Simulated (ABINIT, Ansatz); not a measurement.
# Quasiparticle gap of Ba3ZnN2O (P4/mmm) in ABINIT

How does a plane-wave GW calculation on Ba3ZnN2O (P4/mmm) run from the first input to the gap?

Program: ABINIT 10.8.3. Level of theory: PBEsol and many-body steps on it, plane waves. Results are calculated unless marked as measured.

### 1. The starting structure

The structure is tetragonal, space group P4/mmm (No. 123). Conventional cell: a = 4.150 Å, b = 4.150 Å, c = 9.293 Å, α = 90.00°, β = 90.00°, γ = 90.00°. Nearest to Ba lie 1 O at 2.62 Å and 4 N at 2.94 Å. Ba has 2 N at 2.79 Å and 4 O at 2.93 Å nearest. Nearest to Zn lie 2 N at 1.85 Å. Nearest to N lie 1 Zn at 1.85 Å and 5 Ba at 2.79 to 2.94 Å. Nearest to O lie 6 Ba at 2.62 to 2.93 Å. Farther neighbours and most contacts between anions are not listed.

The cell and positions are those that the Materials Project relaxed with its own functionals (PBE, PBE+U or r2SCAN), kept fixed. Spin-orbit coupling is left out unless a step names it.

### 2. Ground state

This step: ABINIT 10.8.3; DFT, PBEsol, plane waves, norm-conserving pseudopotentials.

The ground-state density comes first.

Contents of run.abi:

```
acell 3*1.0 Angstrom
rprim 
  4.149767000000 0.000000000000 0.000000000000
  0.000000000000 4.149767000000 0.000000000000
  0.000000000000 0.000000000000 9.292831000000
ntypat 4
znucl 56 30 7 8
natom 7
typat 1 1 1 2 3 3 4
xred 
  0.000000000000 0.000000000000 0.217885000000
  0.000000000000 0.000000000000 0.782115000000
  0.500000000000 0.500000000000 0.500000000000
  0.500000000000 0.500000000000 0.000000000000
  0.500000000000 0.500000000000 0.800540000000
  0.500000000000 0.500000000000 0.199460000000
  0.000000000000 0.000000000000 0.500000000000
pp_dirpath "pseudos"
pseudos "Ba.upf, Zn.upf, N.upf, O.upf"
ecut 38
ngkpt 6 6 2
nshiftk 1
shiftk 0 0 0
kptopt 1
chksymbreak 0
nband 40
occopt 1
tolvrs 1e-10
nstep 60
prtwf 0
optforces 0
optstress 0
indata_prefix "in"
outdata_prefix "out"
tmpdata_prefix "tmp"
```

Run with:

```
$ OMP_NUM_THREADS=1 mpirun -n 4 abinit run.abi > log
```

Numbers of over 12 decimals in the logs are rounded to 6 here.

Log:

```text
.Version 10.8.3 of ABINIT. v10.8.2 released Aug 2026.

 Symmetries : space group P4/m m m (#123); Bravais tP (primitive tetrag.)
================================================================================
 Values of the parameters that define the memory need of the present run
     intxc =       0    ionmov =       0      iscf =       7    lmnmax =       6
     lnmax =       6     mgfft =     100  mpssoang =       3    mqgrid =    4874
     natom =       7  nloc_mem =       1    nspden =       1   nspinor =       1
    nsppol =       1      nsym =      16    n1xccc =    2501    ntypat =       4
    occopt =       1   xclevel =       2
-    mband =          40        mffmem =           1         mkmem =           5
       mpw =       12116          nfft =      202500          nkpt =          20
================================================================================
  Rough estimation (10% accuracy) of disk space for files :
================================================================================

--------------------------------------------------------------------------------
------------- Echo of variables that govern the present computation ------------
--------------------------------------------------------------------------------
 -outvars: echo values of preprocessed input variables --------
            acell      1.8897261259E+00  1.8897261259E+00  1.8897261259E+00 Bohr

      chksymbreak           0
             ecut      3.80000000E+01 Hartree
-          fftalg         312

              ixc     -116133
              kpt      0.00000000E+00  0.00000000E+00  0.00000000E+00
                       1.66666667E-01  0.00000000E+00  0.00000000E+00
                       3.33333333E-01  0.00000000E+00  0.00000000E+00
                       5.00000000E-01  0.00000000E+00  0.00000000E+00
                       1.66666667E-01  1.66666667E-01  0.00000000E+00
                       3.33333333E-01  1.66666667E-01  0.00000000E+00
                       5.00000000E-01  1.66666667E-01  0.00000000E+00
                       3.33333333E-01  3.33333333E-01  0.00000000E+00
                       5.00000000E-01  3.33333333E-01  0.00000000E+00
   [... 9 further rows ...]
                       5.00000000E-01  3.33333333E-01  5.00000000E-01
                       5.00000000E-01  5.00000000E-01  5.00000000E-01
         kptrlatt        6    0    0      0    6    0      0    0    2
          kptrlen      3.51218110E+01
P           mkmem           5
            natom           7
            nband          40
            ngfft          45      45     100
             nkpt          20
            nstep          60
             nsym          16
           ntypat           4
              occ      2.000000  2.000000  2.000000  2.000000  2.000000  2.000000
                       2.000000  2.000000  2.000000  2.000000  2.000000  2.000000
                       2.000000  2.000000  2.000000  2.000000  2.000000  2.000000
                       2.000000  2.000000  2.000000  2.000000  2.000000  2.000000
                       2.000000  2.000000  2.000000  2.000000  2.000000  2.000000
                       2.000000  2.000000  2.000000  0.000000  0.000000  0.000000
                       0.000000  0.000000  0.000000  0.000000
        optforces           0
        optstress           0
            prtwf           0
            rprim      4.1497670000E+00  0.0000000000E+00  0.0000000000E+00
[...]
spgroup         123

           tolvrs      1.00000000E-10

             xred      0.0000000000E+00  0.0000000000E+00  2.1788500000E-01
[...]
znucl       56.00000   30.00000    7.00000    8.00000

================================================================================

 chkinp: Checking input parameters for consistency.

================================================================================
== DATASET  1 ==================================================================
-   mpi_nproc: 4, omp_nthreads: 1 (-1 if OMP is not activated)

--- !DatasetInfo
iteration_state: {dtset: 1, }
dimensions: {natom: 7, nkpt: 20, mband: 40, nsppol: 1, nspinor: 1, nspden: 1, mpw: 12116, }
cutoff_energies: {ecut:  38.0, pawecutdg:  -1.0, }
electrons: {nelect:   6.60000000E+01, charge:   0.00000000E+00, occopt:   1.00000000E+00, tsmear:   1.00000000E-02, }

 Real(R)+Recip(G) space primitive vectors, cartesian coordinates (Bohr,Bohr^-1):
 R(1)=  7.8419231  0.0000000  0.0000000  G(1)=  0.1275197  0.0000000  0.0000000
 R(2)=  0.0000000  7.8419231  0.0000000  G(2)=  0.0000000  0.1275197  0.0000000
 R(3)=  0.0000000  0.0000000 17.5609055  G(3)=  0.0000000  0.0000000  0.0569447
 Unit cell volume ucvol=  1.0799212E+03 bohr^3
 Angles (23,13,12)=  9.00000000E+01  9.00000000E+01  9.00000000E+01 degrees

 getcut: wavevector=  0.0000  0.0000  0.0000  ngfft=  45  45 100
         ecut(hartree)=     38.000   => boxcut(ratio)=   2.02196

--- Pseudopotential description ------------------------------------------------
- Ba Generated using ONCVPSP code by D. R. Hamann
- 56.00000  10.00000  180301                  znucl, zion, pspdat
12 -116133 2 -1 1936                          pspcod,pspxc,lmax,lloc,mmax
     nproj     2     2     2
  pspatm : epsatm=   26.37418133
         --- l  ekb(1:nproj) -->
[...]
pspatm: atomic psp has been read  and splines computed

- O Generated using ONCVPSP code by D. R. Hamann
-  8.00000   6.00000  180301                  znucl, zion, pspdat
12 -116133 2 -1 936                           pspcod,pspxc,lmax,lloc,mmax
     nproj     2     2     1
  pspatm : epsatm=    6.22910120
         --- l  ekb(1:nproj) -->
[...]
2   -1.335834
 pspatm: atomic psp has been read  and splines computed

   8.08204653E+03                                ecore*ucvol(ha*bohr**3)
--------------------------------------------------------------------------------

_setup2: Arith. and geom. avg. npw (full set) are   12083.514   12083.502

================================================================================

--- !BeginCycle
iteration_state: {dtset: 1, }
solver: {iscf: 7, nstep: 60, nline: 4, wfoptalg: 0, }
tolerances: {tolvrs: 1.00E-10, }

     iter   Etot(hartree)      deltaE(h)  residm     vres2
 ETOT  1  -298.59557265788    -2.986E+02 7.650E-02 3.865E+05
 ETOT  2  -266.52323860591     3.207E+01 1.915E-01 1.198E+06
 ETOT  3  -324.56294291916    -5.804E+01 5.083E-01 4.437E+04
 ETOT  4  -328.34075992160    -3.778E+00 5.140E-02 2.280E+04
 ETOT  5  -328.55136150233    -2.106E-01 2.163E-02 2.152E+04
 ETOT  6  -329.51394305329    -9.626E-01 1.090E-02 1.270E+04
 ETOT  7  -330.20060761977    -6.867E-01 8.339E-03 6.210E+03
 ETOT  8  -330.20990599319    -9.298E-03 4.669E-03 4.861E+03
 ETOT  9  -330.29895316701    -8.905E-02 1.107E-03 3.798E+03
 ETOT 10  -330.53500600335    -2.361E-01 1.866E-02 2.669E+02
[...]
ETOT 18  -330.54604225731    -1.653E-09 5.639E-04 1.700E-07
 ETOT 19  -330.54604225734    -3.672E-11 2.588E-03 9.603E-09
 ETOT 20  -330.54604225735    -7.958E-13 2.657E-03 3.256E-09
 ETOT 21  -330.54604225734     7.162E-12 4.997E-03 3.409E-10
 ETOT 22  -330.54604225732     1.637E-11 1.428E-03 5.054E-11

 At SCF step   22       vres2   =  5.05E-11 < tolvrs=  1.00E-10 =>converged.

--- !ResultsGS
iteration_state: {dtset: 1, }
comment   : Summary of ground state results
lattice_vectors:
- [  7.8419231,   0.0000000,   0.0000000, ]
- [  0.0000000,   7.8419231,   0.0000000, ]
- [  0.0000000,   0.0000000,  17.5609055, ]
lattice_lengths: [   7.84192,    7.84192,   17.56091, ]
lattice_angles: [ 90.000,  90.000,  90.000, ] # degrees, (23, 13, 12)
lattice_volume:   1.0799212E+03
convergence: {deltae:  1.637E-11, res2:  5.054E-11, residm:  1.428E-03, diffor:  0.000E+00, }
etotal    :  -3.30546042E+02
entropy   :   0.00000000E+00
fermie    :   2.16653736E-01
cartesian_stress_tensor: null
pressure_GPa: null
xred      :
- [  0.0000E+00,   0.0000E+00,   2.1788E-01, Ba]
- [  0.0000E+00,   0.0000E+00,   7.8211E-01, Ba]
- [  5.0000E-01,   5.0000E-01,   5.0000E-01, Ba]
- [  5.0000E-01,   5.0000E-01,   0.0000E+00, Zn]
- [  5.0000E-01,   5.0000E-01,   8.0054E-01,  N]
- [  5.0000E-01,   5.0000E-01,   1.9946E-01,  N]
- [  0.0000E+00,   0.0000E+00,   5.0000E-01,  O]
cartesian_forces: null
force_length_stats: {min: null, max: null, mean: null, }

 Integrated electronic density in atomic spheres:
 ------------------------------------------------
 Atom  Sphere_radius  Integrated_density
[...]
================================================================================

 ----iterations are completed or convergence reached----

 Mean square residual over all n,k,spin=   30.380E-07; max=  14.283E-04
 reduced coordinates (array xred) for    7 atoms
[...]
0.500000000000      0.500000000000      0.500000000000
       0.500000000000      0.500000000000      0.000000000000
       0.500000000000      0.500000000000      0.800540000000
       0.500000000000      0.500000000000      0.199460000000
       0.000000000000      0.000000000000      0.500000000000
 rms dE/dt=  0.0000E+00; max dE/dt=  0.0000E+00; dE/dt below (all hartree)
    1       0.000000000000      0.000000000000      0.000000000000
    2       0.000000000000      0.000000000000      0.000000000000
    3       0.000000000000      0.000000000000      0.000000000000
    4       0.000000000000      0.000000000000      0.000000000000
    5       0.000000000000      0.000000000000      0.000000000000
    6       0.000000000000      0.000000000000      0.000000000000
    7       0.000000000000      0.000000000000      0.000000000000

 cartesian coordinates (angstrom) at end:
    1      0.000000     0.000000     2.024768
    2      0.000000     0.000000     7.268063
    3      2.074883     2.074883     4.646415
    4      2.074883     2.074883     0.000000
    5      2.074883     2.074883     7.439283
    6      2.074883     2.074883     1.853548
    7      0.000000     0.000000     4.646415
 length scales=  1.889726125908  1.889726125908  1.889726125908 bohr
              =  1.000000000000  1.000000000000  1.000000000000 angstroms
 prteigrs : about to open file out_EIG
 Fermi (or HOMO) energy (hartree) =   0.21665   Average Vxc (hartree)=  -0.35988
 Eigenvalues (hartree) for nkpt=  20  k points:
 kpt#   1, nband= 40, wtk=  0.01389, kpt=  0.0000  0.0000  0.0000 (reduced coord)
  -4.39194   -2.71309   -2.71303   -2.71303   -0.79333   -0.77576   -0.77546   -0.40105
  -0.27276   -0.25606   -0.24675   -0.24675   -0.24117   -0.23302   -0.22368   -0.22368
  -0.22165   -0.22165   -0.19899   -0.03146   -0.02881   -0.02881   -0.02684   -0.02515
   0.07837    0.13016    0.13726    0.13726    0.17002    0.19090    0.19090    0.21273
   0.21273    0.24051    0.24959    0.28952    0.31615    0.31814    0.34598    0.34598
 prteigrs : prtvol=0 or 1, do not print more k-points.

--- !EnergyTerms
iteration_state     : {dtset: 1, }
comment             : Components of total free energy in Hartree
kinetic             :  1.36037003600104E+02
hartree             :  1.29519921718354E+02
xc                  : -5.22438224044551E+01
Ewald energy        : -1.74922016772214E+02
psp_core            :  7.48392247265117E+00
local_psp           : -3.34739997800536E+02
non_local_psp       : -4.16810530712260E+01
total_energy        : -3.30546042257322E+02
total_energy_eV     : -8.99461602794434E+03
band_energy         : -3.34288609535507E+01

== END DATASET(S) ==============================================================
================================================================================

 -outvars: echo values of variables after computation  --------
           etotal     -3.3054604226E+02
            nband          40
             nkpt          20
          spgroup         123
 [... the other variables as echoed above ...]

 Calculation completed.
```

It took 3.7 min on 4 MPI ranks of Arm Neoverse V1, shared host; peak memory 0.59 GiB.

Numbers from this step:

```
total energy               : -8994.6160 eV
gap                        : 0.3965 eV
k of the valence top       : 0, 0, 0.5
k of the conduction bottom : 0.5, 0.5, 0.5
least direct gap           : 0.4563 eV
```

The gap is indirect, with the least direct gap 0.06 eV higher.

[end of part 1 of 3]

[Paths, hosts, dates, memory and timing lines, banners, echoed tables and standing remarks are left out of the program output.]

[Logs are printed without paths, hosts, clocks, repeated set-up lines and the standing remarks that a program may print on its own settings, such as how far it seeks lower states.]

[Runs of the session that timed out or met a known fault of the program may be left out.]

[Hosts, paths, dates, database ids (printed as entryN), source tags and the programs' standing remarks are cut or masked in the printed files.]

[G0W0 gaps are taken among the corrected bands and points alone; a level outside them can change the order at an edge.]

[Where Ansatz stands beside ABINIT at settings called matched, ABINIT's density can come from a denser mesh and the files from another edition; pairs whose starting gaps differed by over 0.03 eV were left out, so agreement reads better than it is.]
